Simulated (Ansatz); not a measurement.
# Zn(0001) film, 5 layers, flat: channels in plane against thickness

Wanted: in-plane conductance by layer count, from Zn(0001) film, 5 layers, flat.

Main program and level: Ansatz 0.2.0; Ansatz plane-wave DFT, PBE, PAW files; ballistic transport by layer matching (Landauer), zero bias; PAW set soft_1.

## (1) Set-up

The cell holds 10 atoms: 10 Zn. Its edges and angles: a = 20.893 Å, b = 2.665 Å, c = 4.616 Å, α = 90.0°, β = 90.0°, γ = 90.0°. It derives from Zn. Vacuum lies along a. The structure's axis is c.

As a file:

```cif
data_structure
_symmetry_space_group_name_H-M 'P 1'
_symmetry_Int_Tables_number 1
_cell_length_a 20.8934
_cell_length_b 2.6648
_cell_length_c 4.6156
_cell_angle_alpha 90.000
_cell_angle_beta 90.000
_cell_angle_gamma 90.000
_cell_volume 256.98
loop_
_atom_site_label
_atom_site_type_symbol
_atom_site_fract_x
_atom_site_fract_y
_atom_site_fract_z
_atom_site_occupancy
Zn1 Zn 0.21538 0.00000 0.00000 1
Zn2 Zn 0.21538 0.50000 0.50000 1
Zn3 Zn 0.33376 0.00000 0.33333 1
Zn4 Zn 0.33376 0.50000 0.83333 1
Zn5 Zn 0.45214 0.00000 0.00000 1
Zn6 Zn 0.45214 0.50000 0.50000 1
Zn7 Zn 0.57052 0.00000 0.33333 1
Zn8 Zn 0.57052 0.50000 0.83333 1
Zn9 Zn 0.68890 0.00000 0.00000 1
Zn10 Zn 0.68890 0.50000 0.50000 1
```

## (2) With 5 layers

Vacuum lies along the first vector, which takes one k-point, and the current runs in the film's plane. One period is a perfect wire, so its channels are the result. Energies from -0.27 to 0.27 eV in steps of 0.036 eV cover the slope of the Fermi function at 300 K, so the program can form a conductance.

Input file input.yaml:

```yaml
crystal:
  lattice:
    - [20.8934, 0.0, 0.0]
    - [0.0, 2.6648, 0.0]
    - [0.0, 0.0, 4.615568992]
  atoms:
    - { symbol: Zn, position: [0.2153790192, 0.0, 0.0] }
    - { symbol: Zn, position: [0.2153790192, 0.5, 0.5] }
    - { symbol: Zn, position: [0.3337585075, 0.0, 0.3333333333] }
    - { symbol: Zn, position: [0.3337585075, 0.5, 0.8333333333] }
    - { symbol: Zn, position: [0.4521379957, 0.0, 0.0] }
    - { symbol: Zn, position: [0.4521379957, 0.5, 0.5] }
    - { symbol: Zn, position: [0.570517484, 0.0, 0.3333333333] }
    - { symbol: Zn, position: [0.570517484, 0.5, 0.8333333333] }
    - { symbol: Zn, position: [0.6888969722, 0.0, 0.0] }
    - { symbol: Zn, position: [0.6888969722, 0.5, 0.5] }
kpoints:
  mp_grid: { grid: [1, 16, 9] }
hamiltonian:
  xc: pbe
  pseudopotentials: { kind: paw, azcp: { folder: soft_1 } }
scf:
  occupations: { method: fermi_dirac, width: 0.1 }
output:
  transmission:
    leads: [[0, 0]]
    kmesh: [1, 34]
    e_range: [-0.27, 0.27]
    de: 0.036
```

Started as:

```
ansatz run input.yaml --threads 4 --pin off --max-ram 8192MiB --backend cpu --events-out ev --progress --plain --runs-dir out
```

Numbers of over 12 decimals in the logs are rounded to 6 here.

Output:

```text
Engine: ansatz 0.2.0, aarch64-unknown-linux-gnu
Pseudopotentials: kind: paw
Pseudopotential: Zn, paw, valence charge 12, recommended cutoff 420 eV (normal), soft_1/Zn.paw.azcp
Functional definition: PBE
  parameter kappa = 0.804
  parameter beta = 0.066725
  exchange = pbe_x(kappa = kappa, mu = beta*pi^2/3)
  correlation = pbe_c(beta = beta)
Crystal: 10 atoms, lattice volume = 256.980 Å³
Basis set: ecut = 420 eV, 5047 PW (Γ)
Bands: 72, of which v1, the nominal top of the filled ones, is band 60 counted from 1 (59 counted from 0)
Symmetry: 8 space group operations
Space group: P-6m2 (ITA 187), of the structure as read, at distance tolerance 6.4e-5 Å
k-points: 45 of 144 (time reversal used)
Non-local potential: Zn, projectors of the file, l = 0: 2, l = 1: 2, l = 2: 3, l = 3: 1
PAW form: soft (Blöchl's): semilocal exchange-correlation on the pseudo side does not see the compensation charge
PAW one-centre angular grid: Zn, 590 points (default); XC on 64 Gauss nodes
Initial density: superposition of atomic densities (neutral atoms: chi_scale 0, normalization atom)
Initial wavefunctions: pseudopotential atomic-orbital guess
Functional: x = pbe(κ = 0.804, μ = 0.219515), c = pbe(β = 0.066725)
iter 1 solved again at ethr=2.96e-3 eV; its pass at ethr=3.10e-3 eV (dr2=3.56e0 eV) is discarded
SCF iter   1: F=—  HF=-33190.821484 eV  |F-HF|=—  |Δ(HF+E_count)|=         —  Δρ=4.17e-2  dr2=3.66e0  ethr=2.96e-3  ⟨swp⟩=1.5  Hψ=23884  notcnv=0
preconditioner: auto → LDOS  [metal: Δε(μ)=0.003 eV  Ē_g=9.534 eV  σ=0.100 eV  W_gap=0.01  n_scr=46 (ndim 8)  ℏωp=25.4 eV  f_vac=0.368  D(μ)=2.35/eV (n_scr^D=8)  β→1.0]
SCF iter   2: F=—  HF=-33193.437884 eV  |F-HF|=—  |Δ(HF+E_count)|=    2.62e0  Δρ=8.05e-2  dr2=8.20e0  ethr=2.96e-3  ⟨swp⟩=4.0  Hψ=9073  notcnv=0  recentre
SCF iter   3: F=—  HF=-33189.931254 eV  |F-HF|=—  |Δ(HF+E_count)|=    3.51e0  Δρ=9.81e-3  dr2=2.28e-1  ethr=2.96e-3  ⟨swp⟩=2.1  Hψ=6894  notcnv=0  defer=89
SCF iter   4: F=—  HF=-33189.851311 eV  |F-HF|=—  |Δ(HF+E_count)|=   7.99e-2  Δρ=2.90e-3  dr2=1.03e-2  ethr=1.90e-4  ⟨swp⟩=2.0  Hψ=6853  notcnv=0  defer=87
SCF iter   5: F=—  HF=-33189.851889 eV  |F-HF|=—  |Δ(HF+E_count)|=   5.77e-4  Δρ=1.29e-3  dr2=2.91e-3  ethr=8.59e-6  ⟨swp⟩=2.2  Hψ=5899  notcnv=0  defer=87
SCF iter   6: F=—  HF=-33189.850993 eV  |F-HF|=—  |Δ(HF+E_count)|=   8.96e-4  Δρ=2.60e-4  dr2=1.12e-4  ethr=2.43e-6  ⟨swp⟩=2.0  Hψ=5806  notcnv=0  defer=87
SCF iter   7: F=—  HF=-33189.850961 eV  |F-HF|=—  |Δ(HF+E_count)|=   3.15e-5  Δρ=5.42e-5  dr2=1.33e-5  ethr=9.30e-8  ⟨swp⟩=2.1  Hψ=6147  notcnv=0  defer=87
SCF iter   8: F=—  HF=-33189.851057 eV  |F-HF|=—  |Δ(HF+E_count)|=   9.56e-5  Δρ=2.53e-5  dr2=1.66e-6  ethr=1.11e-8  ⟨swp⟩=2.0  Hψ=5655  notcnv=0  defer=87
SCF iter   9: F=—  HF=-33189.851057 eV  |F-HF|=—  |Δ(HF+E_count)|=   2.26e-7  Δρ=1.25e-5  dr2=2.20e-7  ethr=1.39e-9  ⟨swp⟩=2.0  Hψ=5833  notcnv=0  defer=87
SCF iter  10: F=-33189.851057 eV  HF=-33189.851057 eV  |F-HF|=1.31e-8  |Δ(HF+E_count)|=   7.56e-8  Δρ=2.77e-6  dr2=2.18e-8  ethr=8.33e-11  ⟨swp⟩=10.4  Hψ=11768  notcnv=0
SCF 1 converged in 10 iterations: F = -33189.851057 eV  dr2 = 2.18e-8
  greatest PAW one-centre occupation: 0.982 electrons in one spin orbital (limit 2), on the Zn atom at site 9 (counted from 0), in its partial waves of l = 2
transmission: 20 of 180 steps passed
transmission: 40 of 180 steps passed
[...]
transmission: 180 of 180 steps passed
SCF converged after 10 iterations
Free energy (F): -33189.851057 eV
Harris-Foulkes:  -33189.851057 eV  (|F-HF|=1.31e-8)
Internal energy: -33189.772915 eV  (E = F + TS)
E sigma→0 (E₀):  -33189.811986 eV
Entropy (-TS):   -0.078142 eV (-7.814 meV/atom)
Fermi energy:    4.874426 eV
--- Per-component energies (eV) ---
  E_band       = -240.874707
  E_kinetic    = 1468.393759
  E_local      = -81872.010920  (includes V_loc(G=0)·N_el)
  E_nonlocal   = 8169.805427
  E_hartree    = 38335.725690
  E_xc         = -783.549016
  E_vxc        = -509.177131  (∫ρ·V_xc dr)
  E_paw        = -18958.255356  (= ΣΔE_a)
  E_vpaw       = -4169.331245  (= ΣTr[D̂ρ^β])
  E_aug_tail   = -0.002685  (compensation charges beyond the density's cutoff)
  E_ewald      = 20450.120188
  E_smearing   = -0.078142  (= −TS)
  E_closure    = -0.000000  (closes the sum)
  Σ components = -33189.851057   (vs F -33189.851057, Δ=0.00e0)
--- Band table (eV; the first three rows and the last of 45) ---
  k-point 0: bands = [... 56 lower, 2.2411, 2.7463, 2.8306, 3.3293, 3.4490, 4.7871, 5.2105, 5.7410, ... 8 higher]
  k-point 1: bands = [... 56 lower, 1.5887, 2.3633, 2.4992, 3.6195, 4.1226, 4.8777, 5.5491, 5.9193, ... 8 higher]
  k-point 2: bands = [... 56 lower, 0.7510, 1.2441, 2.5856, 2.7201, 4.0890, 5.1491, 6.5678, 7.0333, ... 8 higher]
  k-point 44: bands = [... 56 lower, 3.4196, 3.4196, 3.4819, 3.4819, 5.3160, 5.3160, 5.5846, 5.5846, ... 8 higher]
--- Transmission ---
  basis      : 497 plane waves across, 10 finite elements along
  points     : 18, standing for a mesh of 1 x 34
  filling    : by the input's occupations and mesh, since the crystals that have channels conduct as metals do. If one of these is a semiconductor, that mesh has misplaced its level
  energies   : 16 from -0.270000 to 0.270000 eV about the Fermi level, 0.036000 eV apart; the leads are filled to 0.000000 eV, and channels, transmission and decay are at 0.018000 eV
  crystal 0  : Zn10, at the sites [0, 0], period 4.6156 Å: whole cells are its period
    offset         : up to 0.0000 Å between an atom of the period and one for which it stands
    filled         : 11.5 meV over the level at which it is neutral
    channels       : 3.235294e0 a spin
    conductance    : 4.4125e14 S/m² at 300 K; may be off by some 0.0 % by where its bands' edges are placed, 14.3 % from the k-mesh, 0.1 % from the distance to neutral
```

It took 21 min on 4 threads of Arm Neoverse V1, shared host; peak memory 2.7 GiB.

In the SCF lines HF is the Harris–Foulkes energy and dr2 the Hartree energy of the density residual, in eV; the loop may stop once dr2 is under the threshold and the program's other checks hold. Hψ counts applications of the Hamiltonian.

This step gave:

| Item | Value |
| --- | --- |
| free energy | -33189.8511 eV |
| energy at zero smearing | -33189.8120 eV |
| Fermi energy | 4.874 eV |
| cell area | 55.68 Å² |
| estimated errors of the lead's conductance | 0, 14.3, 0.1 % (band edges, k-mesh, distance from neutral) |
| lead conductance per cell | 3.171 G₀ |

Per spin. Open channels, zone mean, lead against energy, zero at the Fermi level:

```tsv
energy (eV)	open channels, zone mean, lead
-0.270	3.38
-0.234	3.44
-0.198	3.15
-0.162	3.15
-0.126	3.09
-0.090	3.09
-0.054	3.06
-0.018	3.18
0.018	3.24
0.054	3.12
0.090	3
0.126	3.12
0.162	3.06
0.198	2.94
0.234	2.88
0.270	2.94
```

The program's largest error estimate for it is 14 %, from the k-mesh.

## (3) With 6 layers, thickness 14.84 A

The film grows to 6 layers.

System of this step: Zn(0001) film, 6 layers, flat. The cell holds 12 atoms: 12 Zn. Its edges and angles: a = 23.367 Å, b = 2.665 Å, c = 4.616 Å, α = 90.0°, β = 90.0°, γ = 90.0°. It derives from Zn. Vacuum lies along a. The structure's axis is c.

input.yaml, the sections that differ from step 2:

```yaml
crystal:
  lattice:
    - [23.36675, 0.0, 0.0]
    - [0.0, 2.6648, 0.0]
    - [0.0, 0.0, 4.615568992]
  atoms:
    - { symbol: Zn, position: [0.1925813389, 0.0, 0.0] }
    - { symbol: Zn, position: [0.1925813389, 0.5, 0.5] }
    - { symbol: Zn, position: [0.2984304621, 0.0, 0.3333333333] }
    - { symbol: Zn, position: [0.2984304621, 0.5, 0.8333333333] }
    - { symbol: Zn, position: [0.4042795853, 0.0, 0.0] }
    - { symbol: Zn, position: [0.4042795853, 0.5, 0.5] }
    - { symbol: Zn, position: [0.5101287085, 0.0, 0.3333333333] }
    - { symbol: Zn, position: [0.5101287085, 0.5, 0.8333333333] }
    - { symbol: Zn, position: [0.6159778317, 0.0, 0.0] }
    - { symbol: Zn, position: [0.6159778317, 0.5, 0.5] }
    - { symbol: Zn, position: [0.721826955, 0.0, 0.3333333333] }
    - { symbol: Zn, position: [0.721826955, 0.5, 0.8333333333] }
# kpoints, hamiltonian, scf, output: as in step 2
```

Output:

```text
[...]
Crystal: 12 atoms, lattice volume = 287.401 Å³
Basis set: ecut = 420 eV, 5637 PW (Γ)
Bands: 87, of which v1, the nominal top of the filled ones, is band 72 counted from 1 (71 counted from 0)
Symmetry: 8 space group operations
[...]
k-points: 45 of 144
[...]
k-point 44: bands = [... 68 lower, 4.0346, 4.0346, 4.1304, 4.1304, 5.8253, 5.8253, 6.1942, 6.1942, ... 11 higher]
--- Transmission ---
  basis      : 555 plane waves across, 10 finite elements along
  points     : 18, standing for a mesh of 1 x 34
[...]
crystal 0  : Zn12, at the sites [0, 0], period 4.6156 Å: whole cells are its period
[...]
filled         : 16.7 meV under the level at which it is neutral
    channels       : 3.764706e0 a spin
[...]
[key lines of the parts left out:]
SCF converged after 10 iterations
Free energy (F): -39827.916514 eV
Fermi energy:    5.449726 eV
```

Run time: 37 min. Hardware: 4 threads; peak memory 3.4 GiB.

Numbers from this step:

```
free energy                                : -39827.9165 eV
energy at zero smearing                    : -39827.8745 eV
Fermi energy                               : 5.450 eV
cell area                                  : 62.27 Å²
estimated errors of the lead's conductance : 0, 9.9, 0.2 % (band edges, k-mesh, distance from neutral)
lead conductance per cell                  : 3.763 G₀
```

Per spin. The open channels, zone mean, lead by energy, zero at the Fermi level:

```tsv
energy (eV)	open channels, zone mean, lead
-0.270	4.29
-0.234	4.18
-0.198	4.29
-0.162	4.29
-0.126	4.18
-0.090	3.82
-0.054	3.71
-0.018	3.71
0.018	3.76
0.054	3.82
0.090	3.59
0.126	3.47
0.162	3.71
0.198	3.59
0.234	3.47
0.270	3.47
```

The lead conductance per cell is 3.76 G₀, 19 % over the 3.17 G₀ of the last finished run, no more than the error estimates, leads' steps apart, of 14 and 9.9 % together.

## (4) With 7 layers, thickness 17.313 A

The film grows to 7 layers.

System of this step: Zn(0001) film, 7 layers, flat. The cell holds 14 atoms: 14 Zn. Cell: a = 25.840 Å, b = 2.665 Å, c = 4.616 Å, α = 90.0°, β = 90.0°, γ = 90.0°. It derives from Zn. Vacuum lies along a. The structure's axis is c.

input.yaml, the sections that differ from step 3:

```yaml
crystal:
  lattice:
    - [25.8401, 0.0, 0.0]
    - [0.0, 2.6648, 0.0]
    - [0.0, 0.0, 4.615568992]
  atoms:
    - { symbol: Zn, position: [0.1741479329, 0.0, 0.0] }
    - { symbol: Zn, position: [0.1741479329, 0.5, 0.5] }
    - { symbol: Zn, position: [0.2698654417, 0.0, 0.3333333333] }
    - { symbol: Zn, position: [0.2698654417, 0.5, 0.8333333333] }
    - { symbol: Zn, position: [0.3655829505, 0.0, 0.0] }
    - { symbol: Zn, position: [0.3655829505, 0.5, 0.5] }
    - { symbol: Zn, position: [0.4613004594, 0.0, 0.3333333333] }
    - { symbol: Zn, position: [0.4613004594, 0.5, 0.8333333333] }
    - { symbol: Zn, position: [0.5570179682, 0.0, 0.0] }
    - { symbol: Zn, position: [0.5570179682, 0.5, 0.5] }
    - { symbol: Zn, position: [0.652735477, 0.0, 0.3333333333] }
    - { symbol: Zn, position: [0.652735477, 0.5, 0.8333333333] }
    - { symbol: Zn, position: [0.7484529859, 0.0, 0.0] }
    - { symbol: Zn, position: [0.7484529859, 0.5, 0.5] }
# kpoints, hamiltonian, scf, output: as in step 3
```

Output:

```text
[...]
Crystal: 14 atoms, lattice volume = 317.822 Å³
Basis set: ecut = 420 eV, 6233 PW (Γ)
Bands: 101, of which v1, the nominal top of the filled ones, is band 84 counted from 1 (83 counted from 0)
Symmetry: 8 space group operations
[...]
k-points: 45 of 144 (time reversal used)
[...]
k-point 44: bands = [... 80 lower, 4.5742, 4.5742, 4.6353, 4.6353, 6.3874, 6.3874, 6.4460, 6.4460, ... 13 higher]
--- Transmission ---
  basis      : 611 plane waves across, 10 finite elements along
  points     : 18, standing for a mesh of 1 x 34
[...]
crystal 0  : Zn14, at the sites [0, 0], period 4.6156 Å: whole cells are its period
[...]
filled         : 23.5 meV under the level at which it is neutral
    channels       : 4.235294e0 a spin
[...]
[key lines of the parts left out:]
SCF converged after 10 iterations
Free energy (F): -46465.990068 eV
Fermi energy:    5.955247 eV
```

The job ended after 46 min (4 threads; peak memory 4.3 GiB; 2.7 h of CPU time).

This step gave:

```
free energy                                : -46465.9901 eV
energy at zero smearing                    : -46465.9354 eV
Fermi energy                               : 5.955 eV
cell area                                  : 68.86 Å²
estimated errors of the lead's conductance : 0, 10.2, 0.6 % (band edges, k-mesh, distance from neutral)
lead conductance per cell                  : 4.340 G₀
```

Per spin. Open channels, zone mean, lead against energy, zero at the Fermi level:

```tsv
energy (eV)	open channels, zone mean, lead
-0.270	5.35
-0.234	5.18
-0.198	4.94
-0.162	5
-0.126	4.65
-0.090	4.41
-0.054	4.41
-0.018	4.35
0.018	4.24
0.054	4.35
0.090	4.29
0.126	4.12
0.162	4.18
0.198	4.24
0.234	4
0.270	3.82
```

The lead conductance per cell is 4.34 G₀, 15 % over the 3.76 G₀ of the last finished run, no more than the error estimates, leads' steps apart, of 9.9 and 10 % together.

## (5) Cost and result by level

Times are for 4 threads of Arm Neoverse V1, shared host. The series side by side:

```tsv
no.	layers	lead conductance per cell (G₀)	time	memory (GiB)
1	5	3.171	21 min	2.7
2	6	3.763	37 min	3.4
3	7	4.340	46 min	4.3
```

The runs together. Open channels, zone mean against energy, zero at the Fermi level:

```tsv
energy (eV)	5	6	7
-0.270	3.38	4.29	5.35
-0.234	3.44	4.18	5.18
-0.198	3.15	4.29	4.94
-0.162	3.15	4.29	5
-0.126	3.09	4.18	4.65
-0.090	3.09	3.82	4.41
-0.054	3.06	3.71	4.41
-0.018	3.18	3.71	4.35
0.018	3.24	3.76	4.24
0.054	3.12	3.82	4.35
0.090	3	3.59	4.29
0.126	3.12	3.47	4.12
0.162	3.06	3.71	4.18
0.198	2.94	3.59	4.24
0.234	2.88	3.47	4
0.270	2.94	3.47	3.82
```

## (6) What came out

```json
{
 "conductance per cell, 5 layers": "3.17 G₀",
 "conductance per cell, 6 layers": "3.76 G₀",
 "conductance per cell, 7 layers": "4.34 G₀"
}
```

**Reading.** The conductance per cell width goes from 3.17 G0 at 5 to 4.34 G0 at 7 layers. Over the film's own cross-section (layers × spacing × width) the conductance runs from 0.75 to 0.73×10¹⁵ S/m²; that nominal section leaves out the charge that spills into the vacuum, which flatters the thinnest films. The gains from one thickness to the next are 0.59 and 0.58 G0 per added layer; their spread isn't beyond the error estimates. The film repeats perfectly along the current, so nothing scatters; its faces are clean and not relaxed. The program's error estimates for the conductances, leads' steps apart, run from 9.9 to 14 %.

[Logs are printed without paths, hosts, clocks, repeated set-up lines and the standing remarks that a program may print on its own settings, such as how far it seeks lower states.]

[Hosts, paths, dates, database ids (printed as entryN), source tags and the programs' standing remarks are cut or masked in the printed files.]
